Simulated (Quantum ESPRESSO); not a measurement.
# HfN (Fm-3m): zone-centre phonons, part 2 of 2

Which modes does HfN (Fm-3m) have at the zone centre?

Quantum ESPRESSO 7.5; DFT LDA, scalar-relativistic, plane waves, PseudoDojo norm-conserving pseudopotentials.

So far. Step 2 (A first look): No gap opens on this mesh, so smearing is kept; the start stands at -12 GPa. Step 4 (Self-consistent run for the response): The cell stands at -0.04 GPa, close enough for phonons. The relaxed cell has a = 4.447 Å (conventional setting).

The database entry behind the starting cell differs from later determinations by our own check (about 0.3 % short), so it need not match the best structure at ambient conditions.

## 5. Zone-centre response

At q = 0 one unit cell holds all displacements; symmetry groups them into irreducible representations that are solved one by one. With smeared occupations no response to a homogeneous field can be asked.

Contents of ph.in:

```
phonons
&INPUTPH
  prefix       = 'x'
  outdir       = './tmp'
  fildyn       = 'g.dyn'
  tr2_ph       = 1.0d-18
  alpha_mix(1) = 0.4
  nmix_ph      = 8
/
0.000000000000 0.000000000000 0.000000000000
```

Launch:

```sh
$ OMP_NUM_THREADS=1 mpirun -n 8 ph.x -nk 8 -in ph.in > ph.out
```

The log of the run:

```text
[banners, grids, parts of the stress and lines that vanish by symmetry left out]
[banner, memory and clock lines left out]
Program PHONON v.7.5

     ./tmp/x.save/

     IMPORTANT: XC functional enforced from input :
     Exchange-correlation= PW
                           (   1   4   0   0   0   0   0)
     Any further DFT definition will be discarded
     Please, verify this is what you really want

     G-vector sticks info

     Reading collected, re-writing distributed wavefunctions in ./tmp/

     Number and degeneracy of irreps per q-point
       N         xq(1)         xq(2)         xq(3)   N irreps
       1   0.000000000   0.000000000   0.000000000       2
        3   3

     Calculation of q =    0.0000000   0.0000000   0.0000000

     phonons

     bravais-lattice index     =            2
     lattice parameter (alat)  =       8.4031  a.u.
     unit-cell volume          =     148.3382 (a.u.)^3
     number of atoms/cell      =            2
     number of atomic types    =            2
     kinetic-energy cut-off    =      92.0000  Ry
     charge density cut-off    =     368.0000  Ry
     convergence threshold     =      1.0E-18
     beta                      =       0.4000
     number of iterations used =            8
     Exchange-correlation= PW
                           (   1   4   0   0   0   0   0)

     celldm(1)=    8.40306  celldm(2)=    0.00000  celldm(3)=    0.00000
     celldm(4)=    0.00000  celldm(5)=    0.00000  celldm(6)=    0.00000

     crystal axes: (cart. coord. in units of alat)
               a(1) = ( -0.5000  0.0000  0.5000 )
               a(2) = (  0.0000  0.5000  0.5000 )
               a(3) = ( -0.5000  0.5000  0.0000 )

     reciprocal axes: (cart. coord. in units 2 pi/alat)
               b(1) = ( -1.0000 -1.0000  1.0000 )
               b(2) = (  1.0000  1.0000  1.0000 )
               b(3) = ( -1.0000  1.0000 -1.0000 )

     Atoms inside the unit cell:

     Cartesian axes

     site n.  atom      mass           positions (alat units)
        1  Hf    178.4900   tau(    1) = (    0.00000    0.00000    0.00000  )
        2  N      14.0070   tau(    2) = (   -0.50000    0.50000    0.50000  )

     Computing dynamical matrix for
                    q = (   0.0000000   0.0000000   0.0000000 )

     49 Sym.Ops. (with q -> -q+G )

     G cutoff =  658.2084  (  17573 G-vectors)     FFT grid: ( 40, 40, 40)

     number of k points=   145  Marzari-Vanderbilt smearing, width (Ry)=  0.0200

     PseudoPot. # 1 for Hf read from file:
     ./pseudo/Hf.upf
     Pseudo is Norm-conserving + core correction, Zval = 12.0
     Using radial grid of 1618 points,  8 beta functions with:
                l(1) =   0
                l(2) =   0
                l(3) =   1
                l(4) =   1
                l(5) =   2
                l(6) =   2
                l(7) =   3
                l(8) =   3

     PseudoPot. # 2 for N  read from file:
     ./pseudo/N.upf
     Pseudo is Norm-conserving + core correction, Zval =  5.0
     Using radial grid of 1058 points,  4 beta functions with:
                l(1) =   0
                l(2) =   0
                l(3) =   1
                l(4) =   1

     Mode symmetry, O_h (m-3m)  point group:

     Atomic displacements:
     There are    2 irreducible representations

     Representation     1      3 modes -  To be done

     Representation     2      3 modes -  To be done

     Alpha used in Ewald sum =   2.8000

     Representation #   1 modes #   1   2   3

     Self-consistent Calculation
      iter #   1   av.it.:   6.4
      thresh= 1.000E-02 alpha_mix =  0.400 |ddv_scf|^2 =  4.198E-07
      iter #   2   av.it.:  11.3
      thresh= 6.479E-05 alpha_mix =  0.400 |ddv_scf|^2 =  5.142E-08
      iter #   3   av.it.:  11.7
      thresh= 2.268E-05 alpha_mix =  0.400 |ddv_scf|^2 =  4.978E-10
      iter #   4   av.it.:  12.2
      thresh= 2.231E-06 alpha_mix =  0.400 |ddv_scf|^2 =  2.066E-11
      iter #   5   av.it.:  12.2
      thresh= 4.545E-07 alpha_mix =  0.400 |ddv_scf|^2 =  4.029E-13
      iter #   6   av.it.:  11.7
      thresh= 6.347E-08 alpha_mix =  0.400 |ddv_scf|^2 =  5.688E-14
      iter #   7   av.it.:  12.4
      thresh= 2.385E-08 alpha_mix =  0.400 |ddv_scf|^2 =  9.399E-17
      iter #   8   av.it.:  11.9
      thresh= 9.695E-10 alpha_mix =  0.400 |ddv_scf|^2 =  9.388E-18
      iter #   9   av.it.:  12.1
      thresh= 3.064E-10 alpha_mix =  0.400 |ddv_scf|^2 =  4.222E-20

     End of self-consistent calculation

     Convergence has been achieved

     Representation #   2 modes #   4   5   6

     Self-consistent Calculation
      iter #   1   av.it.:   7.1
      thresh= 1.000E-02 alpha_mix =  0.400 |ddv_scf|^2 =  1.087E-06
      iter #   2   av.it.:  11.2
      thresh= 1.043E-04 alpha_mix =  0.400 |ddv_scf|^2 =  1.129E-07
      iter #   3   av.it.:  11.6
      thresh= 3.360E-05 alpha_mix =  0.400 |ddv_scf|^2 =  1.452E-09
      iter #   4   av.it.:  12.3
      thresh= 3.810E-06 alpha_mix =  0.400 |ddv_scf|^2 =  1.035E-11
      iter #   5   av.it.:  12.2
      thresh= 3.217E-07 alpha_mix =  0.400 |ddv_scf|^2 =  6.246E-13
      iter #   6   av.it.:  12.3
      thresh= 7.903E-08 alpha_mix =  0.400 |ddv_scf|^2 =  5.987E-14
      iter #   7   av.it.:  12.1
      thresh= 2.447E-08 alpha_mix =  0.400 |ddv_scf|^2 =  1.221E-16
      iter #   8   av.it.:  11.8
      thresh= 1.105E-09 alpha_mix =  0.400 |ddv_scf|^2 =  2.223E-17
      iter #   9   av.it.:  12.4
      thresh= 4.715E-10 alpha_mix =  0.400 |ddv_scf|^2 =  1.658E-19

     End of self-consistent calculation

     Convergence has been achieved

     Number of q in the star =    1
     List of q in the star:
          1   0.000000000   0.000000000   0.000000000

     Diagonalizing the dynamical matrix

     q = (    0.000000000   0.000000000   0.000000000 )

 **************************************************************************
     freq (    1) =       0.028065 [THz] =       0.936133 [cm-1]
     freq (    2) =       0.028065 [THz] =       0.936133 [cm-1]
     freq (    3) =       0.028065 [THz] =       0.936133 [cm-1]
     freq (    4) =      15.789575 [THz] =     526.683527 [cm-1]
     freq (    5) =      15.789575 [THz] =     526.683527 [cm-1]
     freq (    6) =      15.789575 [THz] =     526.683527 [cm-1]
 **************************************************************************

     Mode symmetry, O_h (m-3m)  point group:

     freq (   1-   3) =          0.9  [cm-1]   --> T_1u G_15  G_4- I
     freq (   4-   6) =        526.7  [cm-1]   --> T_1u G_15  G_4- I
```

Run time: 2.5 min. Hardware: 8 MPI ranks of Arm Neoverse V1, shared host.

This step gave:

* largest acoustic frequency at the zone centre before the sum rule: 0.94 cm⁻¹
* highest optical zone-centre mode (no LO-TO term): 526.7 cm⁻¹
* lowest optical zone-centre mode: 526.7 cm⁻¹

The acoustic modes at Γ come out as far as 0.9 cm⁻¹ from zero, where they should vanish, a small numerical error.

## 6. Modes with the sum rule

A rigid shift of the crystal must cost nothing, but grids and finite bases break this; the acoustic sum rule is imposed before the matrix is diagonalised again.

Contents of dynmat.in:

```
&INPUT
  fildyn = 'g.dyn'
  asr    = 'simple'
  fileig = 'dynmat.eig'
/
```

Launch:

```sh
$ dynmat.x -in dynmat.in > dynmat.out
```

The log of the run:

```text
[banner, memory and clock lines left out]
Program DYNMAT v.7.5

     Reading Dynamical Matrix from file g.dyn
     ...Force constants read
     ...epsilon and Z* not read (not found on file)
     A direction for q was not specified:TO-LO splitting will be absent

     Polarizability (A^3 units)
     multiply by 1.000000 for Clausius-Mossotti correction
         0.000000    0.000000    0.000000
         0.000000    0.000000    0.000000
         0.000000    0.000000    0.000000

     IR activities are in (D/A)^2/amu units

# mode   [cm-1]    [THz]      IR
    1     -0.00   -0.0000    0.0000
    2     -0.00   -0.0000    0.0000
    3     -0.00   -0.0000    0.0000
    4    526.67   15.7893    0.0000
    5    526.67   15.7893    0.0000
    6    526.67   15.7893    0.0000
```

It took 0.45 s on 1 thread.

Unit eigenvectors of the mass-weighted matrix after the sum rule; no LO-TO term. Modes at Γ, with each element's share of the kinetic energy:

```csv
mode,frequency (cm⁻¹),symmetry,Hf %,N %
1,0.0,acoustic,93,7
2,0.0,acoustic,93,7
3,0.0,acoustic,93,7
4,526.7,T1u,7,93
5,526.7,T1u,7,93
6,526.7,T1u,7,93
```

Displacements in mode 5 (526.7 cm⁻¹), the largest set to 1:
```
Hf1  0.00  0.00 -0.08
N2   0.00  0.00  1.00
```

The rule moves no optical mode by more than 0.1 cm⁻¹.

## 7. Results

| Quantity | Value |
| --- | --- |
| space group after relaxation | Fm-3m |
| volume per atom | 11.0 Å³ |
| highest optical zone-centre mode (no LO-TO term) | 526.7 cm⁻¹ |
| imaginary optical modes at the zone centre (no q mesh in this session) | none |

What this shows: At the LDA level the optical modes of HfN (Fm-3m) at the zone centre lie at 527 cm⁻¹. These are harmonic frequencies at zero temperature: anharmonic shifts and linewidths and thermal expansion are left out. Spin-orbit coupling is left out, which can matter for the heavy elements here. In a metal the frequencies hang on the k mesh and the smearing, most of all near Kohn anomalies. The runs are without spin polarisation, although the cell has an odd electron count or an open d or f shell, so a magnetic state was not tested.

[Host names and launcher messages were left out of these logs when they were recorded.]

[Logs are printed without paths, hosts, clocks, repeated set-up lines and the standing remarks that a program may print on its own settings, such as how far it seeks lower states.]

[Hosts, paths, dates, database ids (printed as entryN), source tags and the programs' standing remarks are cut or masked in the printed files.]
